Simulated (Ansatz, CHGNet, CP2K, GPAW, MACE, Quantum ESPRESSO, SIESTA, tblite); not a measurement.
# Random packing of 70AlN-30Al2O3 (mol %) (78 atoms) in GPAW

Aim: run random packing of 70AlN-30Al2O3 (mol %) (78 atoms) in GPAW and see how near its forces come to a plane-wave reference, and at what cost.

Main program and level: GPAW 26.7.0; the method is named at each step.

### 1. The structure

The cell holds 78 atoms: 35 Al, 19 N and 24 O. Cell: a = 9.322 Å, b = 9.322 Å, c = 9.322 Å, α = 90.0°, β = 90.0°, γ = 90.0°. 78 atoms (35 Al, 19 N, 24 O) packed at random in a cube at 3.27 g/cm³ and pushed apart as soft spheres, cations and anions kept from their own kind; a start for melting by ab initio MD, not an equilibrated structure. Then every atom was moved at random, 0.05 Å r.m.s. a Cartesian component.

The yardstick, on the same geometry:

| Property | Result |
| --- | --- |
| method | Kohn-Sham DFT, PBE, PAW, plane waves (Ansatz 0.2.0); cutoff 420 eV, Γ point, fermi-dirac smearing of 0.05 eV; PAW set soft_2 |
| r.m.s. force component | 2.025 eV/Å |
| longest force | 5.887 eV/Å |
| pressure | 10.56 GPa |
| SCF cycles | 10 |
| time | 5.7 s on 6 threads of Intel Xeon at 2.30GHz, shared host |
| CPU time | 22 s |

### 2. PBE, LCAO dzp, h 0.18 Å

Method: Kohn-Sham DFT, PBE, PAW, atomic orbitals (dzp).

Contents of run.py:

```python
import numpy as np
from ase.io import read
from gpaw import GPAW, FermiDirac

atoms = read("structure.xyz")
atoms.calc = GPAW(
    mode="lcao",
    basis="dzp",
    h=0.18,
    xc="PBE",
    kpts={"size": (1, 1, 1), "gamma": True},
    occupations=FermiDirac(0.05),
    maxiter=200,
    symmetry={"point_group": False},
    txt="gpaw.txt",
)
energy = atoms.get_potential_energy(force_consistent=True)
forces = atoms.get_forces()
print(f"energy {energy:.6f} eV")
print("forces (eV/A)")
for i, (a, f) in enumerate(zip(atoms, forces)):
    print(f"{i:4d} {a.symbol:2s} {f[0]:10.5f} {f[1]:10.5f} {f[2]:10.5f}")
print(f"Fermi level {atoms.calc.get_fermi_level():.4f} eV")
for k in range(len(atoms.calc.get_ibz_k_points())):
    for s in range(atoms.calc.get_number_of_spins()):
        e = atoms.calc.get_eigenvalues(kpt=k, spin=s)
        n = np.searchsorted(e, atoms.calc.get_fermi_level())
        print(f"k {k} spin {s} levels about the Fermi level:", np.round(e[max(n - 6, 0):n], 4).tolist(), "|", np.round(e[n:n + 6], 4).tolist())
```

Contents of structure.xyz:

```xyz
78
Lattice="9.32240 0.00000 0.00000 0.00000 9.32240 0.00000 0.00000 0.00000 9.32240" Properties=species:S:1:pos:R:3 pbc="T T T"
Al 7.01613 1.52486 3.12925
Al 9.29676 0.84004 5.48176
Al 1.92125 5.73896 6.96038
Al 9.04944 7.60838 3.50261
Al 8.32528 2.80958 7.07915
Al 3.77818 1.81768 1.02099
Al 8.92918 5.24646 4.18175
Al 5.00026 4.46040 0.91341
Al 7.38148 3.09830 0.02685
Al 1.09986 8.54379 0.77749
Al 1.99453 6.17423 0.32237
Al 0.71587 3.09289 5.35507
Al 6.25347 8.12680 2.69222
Al 4.21717 4.14893 5.00939
Al 7.43722 8.46959 5.36933
Al 2.12448 2.73072 7.23950
Al 6.98742 5.70139 0.45176
Al 0.71755 1.72595 0.49893
Al 8.97794 5.62439 8.05679
Al 4.76794 2.96807 8.18647
Al 2.77164 3.87858 0.11233
Al 2.63964 7.54928 2.30506
Al 4.84345 0.20379 4.32746
Al 1.57427 9.01653 3.90180
Al 6.12333 1.35296 0.87612
Al 0.64362 2.98224 2.97524
Al 2.16951 9.24474 8.18320
Al 4.54542 5.92513 8.21825
Al 9.00684 0.36451 8.03693
Al 8.10163 7.77087 1.24426
Al 7.56755 7.53446 8.22217
Al 4.77689 0.71037 7.14851
Al 4.57115 7.75847 5.98237
Al 6.12286 5.97939 4.54029
Al 6.05825 4.59221 6.67819
N 6.19716 0.70543 5.52473
N 0.60316 3.84633 7.02378
N 7.27716 4.57860 8.12988
N 5.82277 7.81236 4.58979
N 0.75903 1.39733 7.00821
N 0.08297 7.50658 8.51909
N 2.30739 1.83167 8.92182
N 7.73927 4.34629 5.76348
N 3.42729 4.18995 7.33915
N 6.21431 7.93420 6.96271
N 1.12158 5.60957 2.97925
N 3.50737 7.24873 9.10798
N 4.62251 2.52926 5.83144
N 5.90061 6.92151 8.98176
N 0.45102 8.46138 6.32534
N 4.21596 5.73262 5.91814
N 6.96122 3.74220 2.24838
N 4.10558 6.88245 3.18537
N 0.30083 9.03499 2.49150
O 5.34080 8.89087 1.35855
O 6.00325 3.98700 4.19051
[... 18 atom lines left out ...]
O 4.41649 0.83613 8.93431
O 3.33639 5.51578 1.37095
O 3.67442 3.20430 3.07770
O 6.60250 2.56841 6.96113
```

Started as:

```
OMP_NUM_THREADS=1 python run.py > output.txt
```

Log:

```text
energy -399.003634 eV
forces (eV/A)
   0 Al   -0.29712    4.15438    1.72327
   1 Al   -0.35160   -2.25986   -2.11885
   2 Al    1.36119    0.92182   -3.27575
   3 Al   -0.99678   -2.24582    0.05024
   4 Al    0.05925    1.79100    0.92952
   5 Al   -3.56268   -1.45720    2.19677
   6 Al   -1.13047   -0.35864    0.91848
   7 Al   -0.13208   -0.32821    5.73693
   8 Al    1.30374    1.99693    1.45839
   9 Al   -0.13164    0.39859    1.06461
  10 Al   -2.85295    0.72334    0.32932
  11 Al    1.10011    1.97034   -2.47597
  12 Al   -2.44269   -2.36508   -1.15971
  13 Al   -1.61875   -2.64186   -4.33122
  14 Al   -0.51082   -0.25192    2.01673
  15 Al    2.07860   -2.14814    1.27664
  16 Al    1.21979   -2.03049    2.66138
  17 Al    0.27549    2.39191    1.32267
  18 Al    1.10089   -2.70683   -1.70333
  19 Al    0.98048   -0.26173   -1.16321
  20 Al   -2.71414   -0.96140    1.10365
  21 Al    2.83110   -1.46589   -0.39747
  22 Al   -2.64354    2.07310   -0.73673
  23 Al    3.40134    3.51231    2.19790
[...]
70 O     0.54741   -2.17028   -1.97390
  71 O    -1.89679   -4.33484    0.74187
  72 O    -0.86909   -1.33611    0.18156
  73 O    -1.74518   -1.88939    1.48056
  74 O     3.62478    1.41009   -2.21557
  75 O     1.47164   -1.15662   -1.62425
  76 O     2.14606   -0.37778   -1.00216
  77 O    -2.94870    1.25623    1.75282
Fermi level 7.2297 eV
k 0 spin 0 levels about the Fermi level: [6.9126, 6.9573, 6.9964, 7.0379, 7.1205, 7.2122] | [7.2403, 7.3695, 7.408, 7.4428, 7.4965, 7.6223]
```

gpaw.txt:

```text
Input parameters:
  mode=LCAO(),
  basis={'default': 'dzp'},
  h=0.18,
  kpts=MonkhorstPack(size=(1, 1, 1), gamma=True),
  maxiter=200,
  occupations=Occupations(name='fermi-dirac', width=0.05, fixmagmom=False),
  symmetry=Symmetry(point_group=False),
  xc=XC(name='PBE')
Unit cell  # Å
| periodic |        x |        y |        z |  lengths |    angles |
|----------|----------|----------|----------|----------|-----------|
|      yes | 9.322400 | 0.000000 | 0.000000 | 9.322400 | 90.000000 |
|      yes | 0.000000 | 9.322400 | 0.000000 | 9.322400 | 90.000000 |
|      yes | 0.000000 | 0.000000 | 9.322400 | 9.322400 | 90.000000 |
Number of symmetries: 1
Symmetry operations  # r_c * U_cc + t_c -> r_c
|   | kind |            matrix            |
|---|------|------------------------------|
| 0 |  E   |  1, 0, 0,  0, 1, 0,  0, 0, 1 |
BZ-sampling:
  Number of BZ points: 1
  Number of IBZ points: 1
  Monkhorst-Pack size: [1, 1, 1]
  Monkhorst-Pack shift: [0, 0, 0]
[... lines left out ...]
  Fermi-Dirac:
[... lines left out ...]
    Stencil: 6*3+1=19 point O(h^6) finite-difference Laplacian
xc functional:
  name: PBE with 2 nearest neighbor stencil
interpolation: tri-quintic # 5. degree polynomial
Initialization done in: 12.635 s
convergence criteria:
- Maximum [total energy] change in last 3 cyles: 0.0005 eV / valence electron
- Maximum integral of absolute [dens]ity change: 0.0001 electrons / valence electron
- Maximum integral of absolute [eigenst]ate change: 4e-08 eV^2 / valence electron
maximum number of iterations: 200
SCF iterations
|iter     |      energy | eigst |  dens |
|---------|-------------|-------|-------|
|iter:   1| -437.992907 |      c|       |
|iter:   2| -423.318979 |      c| -0.75 |
|iter:   3| -419.774612 |      c| -0.83 |
|iter:   4| -405.643628 |      c| -0.99 |
[...]
|iter:   9| -399.630661c|      c| -1.55 |
|iter:  10| -399.008425 |      c| -1.64 |
|iter:  11| -398.970837 |      c| -1.95 |
|iter:  12| -398.917815c|      c| -2.08 |
|iter:  13| -398.899725c|      c| -2.34 |
[...]
|iter:  22| -398.886253c|      c| -3.75 |
|iter:  23| -398.886207c|      c| -3.98 |
|iter:  24| -398.886255c|      c| -4.04c|
Converged in 24 steps
SCF loop duration: 847.906 s (35.329 s/step)
Energy contributions relative to reference atoms: (reference = -308252.978079)
Energy contributions:
  Kinetic:         593.704750
  Coulomb:        -457.737753
  Zero:              8.559845
  External:          0.000000
  Xc:             -543.295718
  Entropy:          -0.234758
  Spinorbit:         0.000000
  ----------------------------
  Free energy:    -399.003634
  Extrapolated:   -398.886255
dipole moment: (8.646332, -2.156632, -11.675910)  # |e|*Ang
Fermi level: 7.230
Eigenvalues  # (at kpt = [0.000, 0.000, 0.000])
| band index |      eig [eV] | occ [0-2] |
|------------|---------------|-----------|
|          0 |       -13.176 |     2.000 |
|        ... |               |           |
|        164 |         6.736 |     2.000 |
|        165 |         6.821 |     1.999 |
[...]
|        179 |         7.781 |     0.000 |
|        ... |               |           |
|        210 |        11.308 |     0.000 |
Gap: 0.028 eV
Transition (v -> c):
  (s=0, k=0, n=171, [0.00, 0.00, 0.00]) -> (s=0, k=0, n=172, [0.00, 0.00, 0.00])
No difference between direct/indirect transitions
Force computation time: 98.515  # s
timing:  # [seconds]
  Total:  959.110  # ━━━━━━━━━━━━━━━━━━━━━━━━━━━━━━━━━━━━━━━━━━━━━━━━━━━━━━━━
  Init:    12.634  # ╸
  SCF:    847.906  # ━━━━━━━━━━━━━━━━━━━━━━━━━━━━━━━━━━━━━━━━━━━━━━━━━╸
  Forces:  98.516  # ━━━━━━
```

The job ended after 16 min (1 thread of Intel Xeon at 2.30GHz, shared host; peak memory 1.6 GiB).

Banners, paths, timers and routine set-up lines are dropped from the logs unmarked, and long logs keep their key lines alone; longer cuts are marked.

Against the reference:

```yaml
r_m_s_force_component: 1.971 eV/Å
r_m_s_difference_of_force_components: 231.2 meV/Å
longest_difference_of_force_vectors: 793.1 meV/Å
force_difference_over_r_m_s_force: 11.42 %
slope_of_forces_against_the_reference_s: 0.967
correlation_of_force_components: 0.9937
```

Length of the force difference by element (eV/Å):

```tsv
element	atoms	mean	most
Al	35	0.37	0.79
N	19	0.29	0.51
O	24	0.43	0.66
```

Local excerpt of 11 atoms (numbers count through the whole input) about N50, picked at random; x, y, z are measured from there.

```tsv
atom	x	y	z	distance (Å)	Fx	Fy	Fz (eV/Å)
N50	0.00	0.00	0.00	0.00	-2.40	1.11	-2.51
Al2	-0.48	1.70	-0.84	1.96	-0.35	-2.26	-2.12
Al29	-0.77	1.23	1.71	2.24	-0.80	-3.48	-0.66
O69	-0.98	-2.03	-0.31	2.28	-0.14	-0.43	1.06
N40	0.31	2.26	0.68	2.38	-2.25	2.17	-1.25
N41	-0.37	-0.95	2.19	2.42	-1.32	1.29	1.02
O73	1.54	-1.52	-1.21	2.48	-0.87	-1.34	0.18
Al15	-2.34	0.01	-0.96	2.52	-0.51	-0.25	2.02
O66	2.56	-0.35	0.58	2.65	0.93	-3.20	2.56
Al27	1.72	0.78	1.86	2.65	3.96	0.55	-2.68
Al24	1.12	0.56	-2.42	2.73	3.40	3.51	2.20
```

Atoms are counted from 1 here, from 0 in the log.

Forces lie 11 % from the reference's, at 44 times its CPU time (on 1 against 6 cores).

### 3. PBE, LCAO dzp, h 0.16 Å

Method: Kohn-Sham DFT, PBE, PAW, atomic orbitals (dzp).

Edit run.py of step 2 so:

```diff
@@ -3,2 +3,3 @@
 from gpaw import GPAW, FermiDirac
+from ase.parallel import parprint as print
 
@@ -8,3 +9,3 @@
     basis="dzp",
-    h=0.18,
+    h=0.16,
     xc="PBE",
```

structure.xyz is that of step 2.

Started as:

```
OMP_NUM_THREADS=1 mpirun -np 2 gpaw python run.py > output.txt
```

Log:

```text
energy -402.179800 eV
forces (eV/A)
   0 Al   -0.30224    4.15230    1.73189
   1 Al   -0.34214   -2.25728   -2.12040
   2 Al    1.36422    0.92891   -3.27123
   3 Al   -0.98969   -2.24920    0.04609
   4 Al    0.05083    1.79710    0.92687
   5 Al   -3.56657   -1.45951    2.19403
[...]
75 O     1.45303   -1.18628   -1.63251
  76 O     2.15813   -0.39724   -0.96842
  77 O    -2.96121    1.26525    1.72638
Fermi level 7.2272 eV
k 0 spin 0 levels about the Fermi level: [6.9103, 6.9552, 6.994, 7.0355, 7.1181, 7.2097] | [7.2378, 7.3669, 7.4053, 7.4402, 7.4938, 7.6198]
```

gpaw.txt:

```text
Input parameters:
  mode=LCAO(),
  basis={'default': 'dzp'},
  h=0.16,
  kpts=MonkhorstPack(size=(1, 1, 1), gamma=True),
  maxiter=200,
  occupations=Occupations(name='fermi-dirac', width=0.05, fixmagmom=False),
[... lines left out ...]
  Fermi-Dirac:
[... lines left out ...]
convergence criteria:
- Maximum [total energy] change in last 3 cyles: 0.0005 eV / valence electron
[... lines left out ...]
Converged in 24 steps
[... lines left out ...]
  Free energy:    -402.179800
[... lines left out ...]
Fermi level: 7.227
[... lines left out ...]
|        ... |               |           |
|        164 |         6.734 |     2.000 |
|        165 |         6.818 |     1.999 |
[...]
|        179 |         7.778 |     0.000 |
|        ... |               |           |
|        210 |        11.306 |     0.000 |
Gap: 0.028 eV
Transition (v -> c):
  (s=0, k=0, n=171, [0.00, 0.00, 0.00]) -> (s=0, k=0, n=172, [0.00, 0.00, 0.00])
No difference between direct/indirect transitions
Force computation time: 66.691  # s
```

Wall time 12 min (2 MPI ranks); peak memory 2.6 GiB.

Against the reference:

```yaml
r_m_s_force_component: 1.971 eV/Å
r_m_s_difference_of_force_components: 227.5 meV/Å
longest_difference_of_force_vectors: 788.9 meV/Å
force_difference_over_r_m_s_force: 11.23 %
slope_of_forces_against_the_reference_s: 0.9674
correlation_of_force_components: 0.9939
energy_less_the_same_level_run_s: -40.72 meV/atom
r_m_s_force_difference_from_the_same_level_run: 19.51 meV/Å
```

Against the first run (11 %), the force difference from the reference is 11 %, at 1.5 times the CPU time (on 2 against 1 cores): the change moves forces by 20 meV/Å r.m.s., so most of the difference comes from elsewhere.

### 4. Side by side

Differences are against the plane-wave reference, forces as r.m.s. over components; share is that over the reference's r.m.s. force, slope the least-squares factor from reference forces to these. Total energies of different programs have different zeros and aren't compared.

```tsv
run	Δ force, r.m.s. (meV/Å)	share (%)	slope	cores	CPU time	memory (GiB)
reference	-	-	-	6	22 s	0.96
GPAW PBE, LCAO dzp, h 0.18 Å	231	11.4	0.967	1	16 min	1.6
GPAW PBE, LCAO dzp, h 0.16 Å	227	11.2	0.967	2	25 min	2.6
```

CPU time is summed over cores on a shared host, where runs went side by side, so it is rough. Symmetry, cutoffs, thresholds, outputs and thread counts weren't matched or tuned between programs; memory under MPI is the largest rank's times the ranks.

Within one program, basis, potentials and functional, energies share a zero. Each run against its twin at the usual cutoff or grid and solver:

```tsv
run	twin	Δ energy (meV/atom)	Δ force, r.m.s. (meV/Å)	CPU time over the twin's
GPAW PBE, LCAO dzp, h 0.16 Å	LCAO dzp, h 0.18 Å	-40.7	19.5	1.5 (this twin ran on 1 cores)
```

Further runs of this program without a result: GPAW PBE, LCAO szp(dzp), h 0.18 Å (cut off at its time limit).

### 5. What came out

* nearest in forces: a tie at 11 % of 2 runs: GPAW PBE, LCAO dzp, h 0.18 Å; GPAW PBE, LCAO dzp, h 0.16 Å

What this shows: The PBE runs in local orbitals differ by 11 % in each run; basis, grid and potentials can all enter. None of the electronic-structure runs in the table takes under half the reference's CPU time of 22 s; they take 44 to 67 times as much. The reference's stress is far from hydrostatic: its diagonal is 7.7, 11.3, 12.7 GPa, compression counted positive. The reference's pressure of 11 GPa belongs to a cell and atoms that aren't relaxed at this level. The electronic-structure runs sample only Γ, in a cell whose shortest periodic width is 9 Å, which is coarse for a cell with partly filled levels.

[Also dropped from logs without a mark: logging warnings of Python, and SIESTA's first energy breakdown and zero terms.]

[Logs are printed without paths, hosts, clocks, repeated set-up lines and the standing remarks that a program may print on its own settings, such as how far it seeks lower states.]

[Hosts, paths, dates, database ids (printed as entryN), source tags and the programs' standing remarks are cut or masked in the printed files.]
